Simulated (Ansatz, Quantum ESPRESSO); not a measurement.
# Gd3Al (Pm-3m): zone-centre phonons, part 3 of 3

Wanted: the vibrations of Gd3Al (Pm-3m) at Γ, by two programs.

Quantum ESPRESSO 7.5; DFT PBEsol, scalar-relativistic, plane waves, PseudoDojo norm-conserving, 4f in core pseudopotentials.

So far, lowest optical zone-centre mode (cm⁻¹): step 6 (modes with the sum rule) 78.5; step 8 (ASR crystal) 78.3.

## 9. Cross-check with Ansatz

A second program on the same cell, potentials, cutoff and meshes tests the implementation of the phonon response, not its convergence. Its k mesh is centred on Γ.

This step: DFT PBEsol, scalar-relativistic, plane waves, norm-conserving pseudopotentials, 4f in core (Ansatz 0.2.0).

The input, input.yaml:

```yaml
crystal:
  lattice:
    - [4.705944194, 0.0, 0.0]
    - [0.0, 4.705944194, 0.0]
    - [0.0, 0.0, 4.705944194]
  atoms:
    - { symbol: Gd, position: [0.0, 0.5, 0.5] }
    - { symbol: Gd, position: [0.5, 0.0, 0.5] }
    - { symbol: Gd, position: [0.5, 0.5, 0.0] }
    - { symbol: Al, position: [0.0, 0.0, 0.0] }
kpoints:
  mp_grid: { grid: [6, 6, 6] }
hamiltonian:
  xc: pbesol
  pseudopotentials:
    kind: nc
    azcp: { Gd: "pseudopotentials/pbe/nc/lanthanide_3plus/Gd.nc.azcp" }
    accuracy: standard
scf:
  occupations: { method: cold, width: 0.27211 }
output:
  eigenvalues: true
basis:
  ecutwfc: 598.65
phonons:
  method: dfpt
```

Started as:

```console
ansatz run input.yaml --threads 4 --pin off --max-ram 8192MiB --backend cpu --events-out ev --progress --plain --runs-dir out
```

Numbers of over 12 decimals in the logs are rounded to 6 here.

Output:

```text
Warning: basis.ecutwfc = 598.65 eV is below the records' recommended 707.496042 eV, and the density's cutoff is lower with it unless basis.ecutrho_ratio is high enough to keep the records' density cutoff: compare with a run at a higher cutoff
Warning: <dir> the record states the generating functional pbe (its physics header spells it `PBE`), which answers neither for hamiltonian.xc's functional nor for the pbesol family's — results may be inconsistent (PPs are generated against a specific XC)
zone centre: on kpoints.mp_grid the ground state, and the responses unless they are solved on pairs of k-points, stand on 64 of the mesh's 216 k-points, reduced under 8 symmetry operations, with k and −k counted as one. Each operation leaves every solved displacement unchanged or reverses it
Engine: ansatz 0.2.0, aarch64-unknown-linux-gnu
Pseudopotentials: kind: nc
Pseudopotential: Gd, nc, valence charge 11, recommended cutoff 707.496042 eV (normal), <dir>
Pseudopotential: Al, nc, valence charge 3, recommended cutoff 544.227725 eV (normal), Al.nc.azcp (PseudoDojo's, or run here from an input of PseudoDojo's; its table is named by hamiltonian.pseudopotentials.accuracy)
Functional definition: PBEsol
  exchange = pbesol_x
  correlation = pbesol_c
Crystal: 4 atoms, lattice volume = 104.217 Å³
Basis set: ecut = 598.65 eV, 3431 PW (Γ), exchange–correlation on 80×80×80 points (8 copies of the dense FFT grid, shifted against one another)
Bands: 22, of which v1, the nominal top of the filled ones, is band 18 counted from 1 (17 counted from 0)
Symmetry: 48 space group operations
k-points: 64 of 216 (irreducible under 8 space group operations)
Non-local potential: Gd, projectors of the file, l = 0: 2, l = 1: 2, l = 2: 2, l = 3: 1
Non-local potential: Al, projectors of the file, l = 0: 2, l = 1: 2, l = 2: 2
Initial density: superposition of atomic densities (chi_scale 0.1, normalization cell, long waves kept (reshape's long-wave potential 0.00 eV rms))
Initial wavefunctions: pseudopotential atomic-orbital guess
Functional: x = pbesol(κ = 0.804, μ = 0.123457), c = pbesol(β = 0.046)
SCF iter   1: F=—  HF=-3452.995270 eV  |F-HF|=—  |Δ(HF+E_count)|=         —  Δρ=1.68e-2  dr2=4.37e-1  ethr=3.10e-3  ⟨swp⟩=7.2  Hψ=18634  notcnv=0
automatic band count: the SCF goes on with 26 bands, as 22 were too few: they end inside the smearing window of the response
preconditioner: auto → Kerker (q_TF=auto, 2.285 Å⁻¹)  [metal: Δε(μ)=0.019 eV  Ē_g=4.020 eV  σ=0.272 eV  W_gap=0.05  n_scr=18 (ndim 8)  ℏωp=12.6 eV  f_vac=0.000  D(μ)=5.93/eV (n_scr^D=56)]
SCF iter   2: F=—  HF=-3452.898214 eV  |F-HF|=—  |Δ(HF+E_count)|=   9.71e-2  S|Δr|=    0.00e0  Δρ=1.04e-2  dr2=1.81e-1  ethr=1.22e-3  ⟨swp⟩=1.9  Hψ=2348  notcnv=0  defer=1
SCF iter   3: F=—  HF=-3452.832328 eV  |F-HF|=—  |Δ(HF+E_count)|=   6.59e-2  S|Δr|=    0.00e0  Δρ=1.67e-3  dr2=2.05e-3  ethr=5.04e-4  ⟨swp⟩=2.3  Hψ=2741  notcnv=0  defer=1
SCF iter   4: F=—  HF=-3452.831412 eV  |F-HF|=—  |Δ(HF+E_count)|=   9.15e-4  S|Δr|=    0.00e0  Δρ=3.29e-4  dr2=1.54e-4  ethr=5.70e-6  ⟨swp⟩=2.1  Hψ=3123  notcnv=0  defer=5
SCF iter   5: F=—  HF=-3452.831363 eV  |F-HF|=—  |Δ(HF+E_count)|=   5.00e-5  S|Δr|=    0.00e0  Δρ=1.09e-4  dr2=1.54e-5  ethr=4.27e-7  ⟨swp⟩=2.7  Hψ=2567  notcnv=0  defer=5
SCF iter   6: F=—  HF=-3452.831356 eV  |F-HF|=—  |Δ(HF+E_count)|=   6.05e-6  S|Δr|=    0.00e0  Δρ=1.90e-5  dr2=5.62e-7  ethr=4.29e-8  ⟨swp⟩=2.5  Hψ=2851  notcnv=0  defer=5
SCF iter   7: F=—  HF=-3452.831358 eV  |F-HF|=—  |Δ(HF+E_count)|=   1.22e-6  S|Δr|=    0.00e0  Δρ=4.73e-6  dr2=2.51e-8  ethr=1.56e-9  ⟨swp⟩=2.4  Hψ=2954  notcnv=0  defer=20
SCF iter   8: F=—  HF=-3452.831358 eV  |F-HF|=—  |Δ(HF+E_count)|=   5.43e-9  S|Δr|=    0.00e0  Δρ=1.06e-6  dr2=1.09e-9  ethr=6.97e-11  ⟨swp⟩=2.7  Hψ=2674  notcnv=0  defer=20
SCF iter   9: F=-3452.831358 eV  HF=-3452.831358 eV  |F-HF|=4.55e-13  |Δ(HF+E_count)|=  2.32e-10  S|Δr|=    0.00e0  Δρ=5.76e-8  dr2=3.54e-12  ethr=1.00e-12  ⟨swp⟩=16.1  Hψ=14945  notcnv=0
SCF 1 converged in 9 iterations: F = -3452.831358 eV  dr2 = 3.54e-12
DFPT response loops at Γ: preconditioner auto → Kerker (q_TF=auto, 2.285 Å⁻¹) (partly filled bands, converged f_vac=0.000); β = 1.00, the filter's whole step (`scf.mixing.beta` (0.50) is not read by the response loops under this deck's `scf.mixing.preconditioner`; to damp them name `kerker` or `kerker_dos`, under which they read `scf.mixing.beta`, and type it under 1.00, their step now; both keys bind the ground state too); Broyden in place of MSR1
SCF converged after 9 iterations
Stability not checked: this state was not tested for a lower state beside it, because cold or Methfessel-Paxton smearing, or corrected tetrahedra, fill the levels in a way that the test cannot read (fill_not_monotonic; see scf.lower_state_search)
Free energy (F): -3452.831358 eV
Harris-Foulkes:  -3452.831358 eV  (|F-HF|=4.55e-13)
Internal energy: -3452.792440 eV  (E = F + TS)
E sigma→0 (E₀):  -3452.818385 eV
Entropy (-TS):   -0.038918 eV (-9.729 meV/atom)
Fermi energy:    10.814627 eV
Step filling:    the computed levels leave a gap of 0.0000 eV = 0.0 smearing widths at the electron count; against every level under it full and every level over it empty, smearing changes F+E_penalty+E_count by -28.017 meV and its σ→0 estimate by -15.044 meV
--- Per-component energies (eV) ---
  E_band       = -281.276977
  E_kinetic    = 846.472460
  E_local      = -1602.956621  (includes V_loc(G=0)·N_el)
  E_nonlocal   = 129.252831
  E_hartree    = 478.406533
  E_xc         = -865.661144
  E_vxc        = -610.858718  (∫ρ·V_xc dr)
  E_ewald      = -2438.306498
  E_smearing   = -0.038918  (= −TS)
  E_closure    = -0.000000  (closes the sum)
  Σ components = -3452.831358   (vs F -3452.831358, Δ=0.00e0)
--- Band table (eV; the first three rows and the last of 64) ---
  k-point 0: bands = [... 14 lower, 9.5492, 9.5492, 9.9789, 9.9789, 9.9789, 12.1527, 12.1527, 12.1527, ... 4 higher]
  k-point 1: bands = [... 14 lower, 9.2611, 9.8589, 10.0381, 10.0381, 10.0965, 12.0070, 12.0070, 12.0156, ... 4 higher]
  k-point 2: bands = [... 14 lower, 8.9297, 10.0813, 10.0813, 10.3892, 10.6761, 12.1201, 12.1201, 12.3178, ... 4 higher]
  k-point 63: bands = [... 14 lower, 9.1196, 9.1196, 10.7841, 10.7841, 10.7841, 12.5875, 12.5875, 12.5875, ... 4 higher]
--- Phonons (Γ-DFPT): 3 representative perturbations + reference, on 64 of 216 k-points (Σ response iterations 9) ---
  k mesh reduced under 8 symmetry operations, with k and −k counted as one. Each operation leaves every solved displacement unchanged or reverses it
  ASR residual: 4.539e-5 → 0.000e0 eV/Å²; symmetrization residual: 3.070e-6 eV/Å²
  ASR residual per site (eV/Å²): 4.54e-5 4.54e-5 4.54e-5 3.65e-5
  Γ frequencies (cm⁻¹): 0.00 0.00 0.00 78.47 78.47 78.47 136.89 136.89 136.89 183.58 183.58 183.58
  non-analytic LO–TO correction: not included (Born effective charges unavailable; polar crystals: no LO–TO splitting at Γ)
```

Run time: 21 s. Hardware: 4 threads of Arm Neoverse V2, shared host; peak memory 1.2 GiB.

This step gave:

```yaml
sum_rule_residual_before_enforcement: 4.54e-5 eV/Å²
highest_optical_zone_centre_mode_no_lo_to_term: 183.6 cm⁻¹
lowest_optical_zone_centre_mode: 78.47 cm⁻¹
```

## 10. Side by side: QE PseudoDojo and Ansatz, PseudoDojo

Worked out from the results:

```yaml
root_mean_square_difference: 0.2 cm⁻¹
largest_difference: 0.34 cm⁻¹
```

Frequencies side by side, by row:

| q (reciprocal lattice) | mode | QE PseudoDojo (cm⁻¹) | Ansatz, PseudoDojo (cm⁻¹) |
| --- | --- | --- | --- |
| 0 0 0 | 1 | 0 | 0 |
| 0 0 0 | 2 | 0 | 0 |
| 0 0 0 | 3 | 0 | 0 |
| 0 0 0 | 4 | 78.48 | 78.47 |
| 0 0 0 | 5 | 78.48 | 78.47 |
| 0 0 0 | 6 | 78.48 | 78.47 |
| 0 0 0 | 7 | 137.2 | 136.9 |
| 0 0 0 | 8 | 137.2 | 136.9 |
| 0 0 0 | 9 | 137.2 | 136.9 |
| 0 0 0 | 10 | 183.6 | 183.6 |
| 0 0 0 | 11 | 183.6 | 183.6 |
| 0 0 0 | 12 | 183.6 | 183.6 |

At the zone centre the largest difference (acoustic modes at Γ apart) is 0.2 % of the highest mode.

## 11. What came out

```json
{
  "space group after relaxation": "Pm-3m",
  "volume per atom": "26.1 Å³",
  "highest optical zone-centre mode (no LO-TO term)": "183.6 cm⁻¹",
  "lowest optical zone-centre mode": "78.5 cm⁻¹",
  "imaginary optical modes at the zone centre (no q mesh in this session)": "none",
  "largest difference from Ansatz, PseudoDojo": "0.34 cm⁻¹"
}
```

What this shows: At the PBEsol level the optical modes of Gd3Al (Pm-3m) at the zone centre run from 78 to 184 cm⁻¹. Of the 9 optical modes, 3 are silent and 6 are infrared active alone. QE PseudoDojo and Ansatz, PseudoDojo agree to 0.34 cm⁻¹ (0.2 % of the highest mode compared) on all solved modes but the acoustic ones at Γ, without the LO-TO term. These are harmonic frequencies at zero temperature: anharmonic shifts and linewidths and thermal expansion are left out. Spin-orbit coupling is left out, which can matter for the heavy elements here. In a metal the frequencies hang on the k mesh and the smearing, most of all near Kohn anomalies. The 4f electrons are frozen in the core as for a trivalent ion, in files made for PBE, so their moments and any magnetic order are left out. The relaxation ran at 44 Ry, under the 52 Ry recommended for these files; the stress of so short a basis can leave the cell about one per cent too small. Ansatz warns that the cutoff lies 15 % under the one recommended for these files; agreement at one cutoff is not convergence. The structure comes from a database and need not be the phase that is stable at ambient conditions.

[Host names and launcher messages were left out of these logs when they were recorded.]

[Logs are printed without paths, hosts, clocks, repeated set-up lines and the standing remarks that a program may print on its own settings, such as how far it seeks lower states.]

[Hosts, paths, dates, database ids (printed as entryN), source tags and the programs' standing remarks are cut or masked in the printed files.]
